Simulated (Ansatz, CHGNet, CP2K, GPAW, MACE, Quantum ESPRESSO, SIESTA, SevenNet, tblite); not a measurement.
# H-capped Ge nanowire along [001] with a Si core (65 atoms): other programs against plane waves

One geometry of H-capped Ge nanowire along [001] with a Si core (65 atoms) is solved by several programs and methods. How far do their forces lie from a plane-wave PBE run?

Results are calculated, not measured.

### Step 1. The cell

The cell holds 65 atoms (28 Ge, 9 Si and 28 H), with edges of 26.50, 26.50 and 5.66 Å. Recipe: round section of size parameter 6.53 Å cut from diamond-structure Ge (a = 5.658 Å) along [001], 1 period, broken bonds capped with H, 12 Å of vacuum, Si core of radius 3.59 Å. Then every atom was moved at random, 0.02 Å r.m.s. a Cartesian component (hydrogen 0.6 of that).

### Step 2. The reference input

Quantum ESPRESSO 7.5: Kohn-Sham DFT, PBE, SSSP efficiency 1.3.0 pseudopotentials, plane waves. Its input, pw.in:

```
&control
  calculation = 'scf'
  pseudo_dir = './pseudo'
  outdir = './tmp'
  disk_io = 'none'
  tprnfor = .true.
/
&system
  ibrav = 0
  nat = 65
  ntyp = 3
  ecutwfc = 45
  ecutrho = 360
  nosym = .true.
  occupations = 'smearing'
  smearing = 'fd'
  degauss = 0.003675
/
&electrons
  conv_thr = 3.3e-07
  electron_maxstep = 100
  mixing_beta = 0.4
  mixing_mode = 'local-TF'
  diagonalization = 'david'
/
ATOMIC_SPECIES
Ge 72.630 Ge.upf
Si 28.085 Si.upf
H 1.008 H.upf
CELL_PARAMETERS angstrom
26.50091 0.00000 0.00000
0.00000 26.50091 0.00000
0.00000 0.00000 5.65800
ATOMIC_POSITIONS crystal
Ge 0.35070 0.34925 0.25362
Ge 0.34802 0.42462 0.50373
Ge 0.27326 0.42424 0.75587
Ge 0.27414 0.49954 0.00024
[... 59 atom lines left out ...]
H 0.77296 0.57575 0.59264
H 0.72759 0.62261 0.90850
K_POINTS gamma
```

```console
$ OMP_NUM_THREADS=1 mpirun -np 4 pw.x -in pw.in > output.txt
```

It took 7.8 min on 4 MPI ranks of Arm Neoverse V1, shared host; peak memory 8.2 GiB; 31 min of CPU time.

It converged with an r.m.s. force component of 0.56 eV/Å.

Its highest filled and lowest empty levels lie 2.05 eV apart on its k-points.

### Step 3. The other programs

- CHGNet: machine-learned potential, published weights.
- CP2K 2026.2: Gaussian basis with GTH pseudopotentials and a plane-wave density; labels give functional, basis (MOLOPT sets; SR short-range, UZH the newer set with its own potentials), grid cutoff/relative cutoff and solver (OT: orbital transformation; TRS4, TC2, SIGN: linear-scaling purification with its sparsity filter), or its built-in tight binding.
- GPAW 26.7.0: PAW with atomic orbitals (LCAO), plane waves or a real-space grid of spacing h.
- MACE: machine-learned potential, published weights.
- Quantum ESPRESSO 7.5: plane waves; labels (QE) give functional, pseudopotential set and cutoffs of waves/density.
- SIESTA 5.4.2: numerical atomic orbitals, whose automatically made sets are far from complete, with PseudoDojo norm-conserving potentials that we converted to its format (checked against plane waves on the same files for H, C, O, Si, Ge and Ca alone); labels give functional, basis size, energy shift and mesh cutoff.
- SevenNet: machine-learned potential, published weights.
- tblite 0.8.0: extended tight binding, driven from Python.

All use the same cell and atoms, and the electronic-structure runs the same k-mesh.

### Step 4. Side by side

Differences are against the reference: forces as r.m.s. over components, share as that over the reference's r.m.s. force, slope as the fitted ratio of a run's forces to the reference's.

| run | Δ force, r.m.s. (meV/Å) | share (%) | slope | Δ gap (eV) | cores | CPU time | memory (GiB) |
| --- | --- | --- | --- | --- | --- | --- | --- |
| reference | - | - | - | - | 4 | 31 min | 8.2 |
| CHGNet r2SCAN potential | 257 | 46.1 | 0.652 | - | 1 | 4.3 s | 0.58 |
| CP2K LDA, DZVP-MOLOPT-SR, 450/50 Ry, diagonalisation | 161 | 28.9 | 0.873 | 0.0188 | 2 | 1.9 min | 7.2 |
| CP2K PBE+D3, DZVP-UZH, 450/50 Ry, diagonalisation | 22.5 | 4.04 | 0.981 | 0.0702 | 2 | 3.5 min | 7.6 |
| CP2K PBE, DZVP-UZH, 157/50 Ry, diagonalisation (coarse) | 296 | 53.1 | 0.919 | 0.0702 | 1 | 76 s | 1.6 |
| CP2K PBE, DZVP-UZH, 225/50 Ry, diagonalisation (coarse) | 28.5 | 5.12 | 0.982 | 0.0702 | 1 | 99 s | 2.5 |
| CP2K PBE, DZVP-UZH, 450/50 Ry, OT CG | 23.6 | 4.23 | 0.984 | 0.0702 | 2 | 11 min | 3.4 |
| CP2K PBE, DZVP-UZH, 450/50 Ry, diagonalisation | 23.6 | 4.23 | 0.984 | 0.0702 | 2 | 3.5 min | 7.6 |
| CP2K PBE, DZVP-UZH, 450/70 Ry, diagonalisation | 23.6 | 4.23 | 0.984 | 0.0702 | 2 | 3.9 min | 7.6 |
| CP2K PBE, SZV-MOLOPT-SR, 450/50 Ry, SIGN filter 1e-03, SCF 1e-04 (coarse) | 734 | 132 | 0.518 | - | 1 | 50 s | 3.2 |
| CP2K PBE, SZV-MOLOPT-SR, 450/50 Ry, diagonalisation (coarse) | 412 | 73.9 | 0.851 | 1.41 | 1 | 2.5 min | 7.3 |
| CP2K PBE, TZV2P-MOLOPT (SR for Ge), 450/50 Ry, diagonalisation | 24.0 | 4.30 | 0.982 | 0.0113 | 4 | 7.3 min | 9.3 |
| CP2K PBE, TZV2P-UZH, 450/50 Ry, diagonalisation | 19.4 | 3.48 | 0.983 | 0.0152 | 4 | 6.3 min | 9.3 |
| CP2K r2SCAN, SCAN potentials, DZVP-UZH(SCAN), 600/50 Ry, diagonalisation | 226 | 40.5 | 0.841 | 0.358 | 2 | 7.1 min | 12 |
| GPAW PBE, LCAO dzp, h 0.15 Å | 178 | 31.9 | 1.199 | 0.104 | 1 | 3 min | 3.7 |
| GPAW PBE, LCAO dzp, h 0.2 Å | 178 | 31.9 | 1.196 | 0.104 | 1 | 2.1 min | 1.7 |
| GPAW PBE, LCAO sz(dzp), h 0.2 Å (coarse) | 808 | 145 | 1.819 | 0.336 | 1 | 50 s | 1.5 |
| GPAW PBE, LCAO szp(dzp), h 0.2 Å (coarse) | 443 | 79.4 | 1.472 | 0.415 | 1 | 82 s | 1.7 |
| GPAW RPBE, LCAO dzp, h 0.2 Å | 180 | 32.3 | 1.199 | 0.170 | 1 | 98 s | 1.7 |
| MACE MP-0b3 medium potential | 160 | 28.7 | 0.822 | - | 1 | 8.4 s | 0.75 |
| QE PBE+D3(BJ), sssp-1.3.0-efficiency, 45/360 Ry | 27.5 | 4.93 | 1.004 | 0 | 4 | 31 min | 8.2 |
| SIESTA BLYP, PBE potentials, DZP, shift 0.01 Ry, mesh 300 Ry | 141 | 25.3 | 0.969 | 0.212 | 1 | 2.6 min | 1.3 |
| SIESTA PBE, DZ, shift 0.01 Ry, mesh 300 Ry (coarse) | 92.6 | 16.6 | 1.067 | 0.457 | 1 | 79 s | 0.94 |
| SIESTA PBE, DZP, shift 0.01 Ry, mesh 300 Ry | 106 | 19.0 | 1.035 | 0.105 | 1 | 2.7 min | 1.3 |
| SIESTA PBE, SZ, shift 0.01 Ry, mesh 300 Ry (coarse) | 804 | 144 | 1.836 | 0.665 | 1 | 62 s | 0.86 |
| SIESTA PBE, SZ, shift 0.02 Ry, mesh 300 Ry (coarse) | 683 | 123 | 1.730 | 0.607 | 1 | 56 s | 0.8 |
| SIESTA PBE, SZ, shift 0.02 Ry, mesh 300 Ry, orbital minimisation (coarse) | 683 | 123 | 1.730 | - | 1 | 2.7 min | 0.81 |
| SIESTA PBE, TZP, shift 0.01 Ry, mesh 300 Ry | 94.6 | 17.0 | 1.038 | 0.0912 | 1 | 3.4 min | 1.4 |
| SevenNet 0 potential | 246 | 44.1 | 0.781 | - | 1 | 8.8 s | 0.7 |
| tblite GFN1-xTB | 344 | 61.8 | 0.746 | - | 1 | 2.5 s | 0.2 |

Rows marked coarse were listed beforehand as settings not expected to be converged; some can still land near the reference.

Times of the machine-learned potentials are mostly Python's start and the loading of weights.

Runs without a result: CP2K GFN1-xTB, diagonalisation (not converged); CP2K PBE, SZV-MOLOPT-SR, 450/50 Ry, SIGN filter 1e-07, SCF 1e-07 (cut off at its time limit); CP2K PBE, SZV-MOLOPT-SR, 450/50 Ry, SIGN filter 1e-05, SCF 1e-06 (cut off at its time limit).

CPU time is summed over cores on shared hosts, so it is rough.

### Step 5. What came out

Forces lie from 3.5 % (CP2K PBE, TZV2P-UZH, 450/50 Ry, diagonalisation) to 145 % (GPAW PBE, LCAO sz(dzp), h 0.2 Å, coarse) of the reference's r.m.s. force of 0.56 eV/Å away from it. The PBE runs in local orbitals, coarse settings apart, differ by 3.5 % (CP2K PBE, TZV2P-UZH, 450/50 Ry, diagonalisation) to 32 % (GPAW PBE, LCAO dzp, h 0.15 Å); basis, grid and potentials can all enter. Tight binding differs by 62 % (tblite GFN1-xTB); it is another model, with fitted parameters of its own, and the xTB methods hold dispersion. Machine-learned potentials differ by 29 % (MACE MP-0b3 medium potential) to 46 % (CHGNet r2SCAN potential); they were trained on other programs' data, some at another functional. Among those trained on PBE data the slope goes as low as 0.78, with a correlation of 0.90, so directions differ as well as sizes.

In the reference's own program, potentials and cutoffs, a change of model alone moves forces by 4.9 % (QE PBE+D3(BJ), sssp-1.3.0-efficiency, 45/360 Ry). Other rows with another functional or a dispersion term differ by 4.0 % (CP2K PBE+D3, DZVP-UZH, 450/50 Ry, diagonalisation) to 40 % (CP2K r2SCAN, SCAN potentials, DZVP-UZH(SCAN), 600/50 Ry, diagonalisation), which mixes the change of model with differences of basis and potentials, some of them made for another functional. Runs with settings chosen to be coarse differ by 5.1 % (CP2K PBE, DZVP-UZH, 225/50 Ry, diagonalisation) to 145 % (GPAW PBE, LCAO sz(dzp), h 0.2 Å), their programs' other errors included. GPAW PBE, LCAO dzp, h 0.15 Å stiffens the forces by a factor of 1.20 while following their directions (correlation 0.979). From CP2K PBE, DZVP-UZH, 157/50 Ry, diagonalisation to the finer CP2K PBE, DZVP-UZH, 450/70 Ry, diagonalisation the share falls from 53 to 4.2 %. From GPAW PBE, LCAO dzp, h 0.2 Å to the finer GPAW PBE, LCAO dzp, h 0.15 Å the share goes from 31.9 to 31.9 %, so the grid isn't what parts these runs from the reference. SIESTA PBE, DZP, shift 0.01 Ry, mesh 300 Ry lies farther from the reference (19 %) than the smaller basis of SIESTA PBE, DZ, shift 0.01 Ry, mesh 300 Ry (17 %). Gaps at PBE, coarse settings apart, lie +0.01 to +0.10 eV from the reference's, on k-points that hold the band edges only if these fold onto them.

**Limits.** Periodic xTB results under one method name differ between programs and library versions. The potentials hold different valence shells: 456 electrons in the reference, 176 in CP2K with TZV2P-UZH and 176 in GPAW; this bears on time and differences. GPAW's setups keep the filled d shell of Ge in the core. Machine-learned potentials mimic data converged in k, so the reference's own k-point error enters their differences. The cell is under 6 Å thick along one periodic direction, so every atom has periodic images of itself close by, which move with it. The electronic-structure runs sample only Γ, in a cell whose periodic width is 6 Å. The reference's 45/360 Ry lie under the cutoffs that SSSP recommends for H (60/480 Ry). Spin–orbit coupling is left out. Where levels are smeared, the DFT runs use Fermi–Dirac occupations at 580 K (0.05 eV), and energies are free energies. The atoms were displaced at random, and shares hang on the size of the forces that this gives. The reference's cutoffs and mesh weren't converged further here.

[Logs are printed without paths, hosts, clocks, repeated set-up lines and the standing remarks that a program may print on its own settings, such as how far it seeks lower states.]

[Hosts, paths, dates, database ids (printed as entryN), source tags and the programs' standing remarks are cut or masked in the printed files.]

[Cells were taken only where this reference lay near another plane-wave run.]
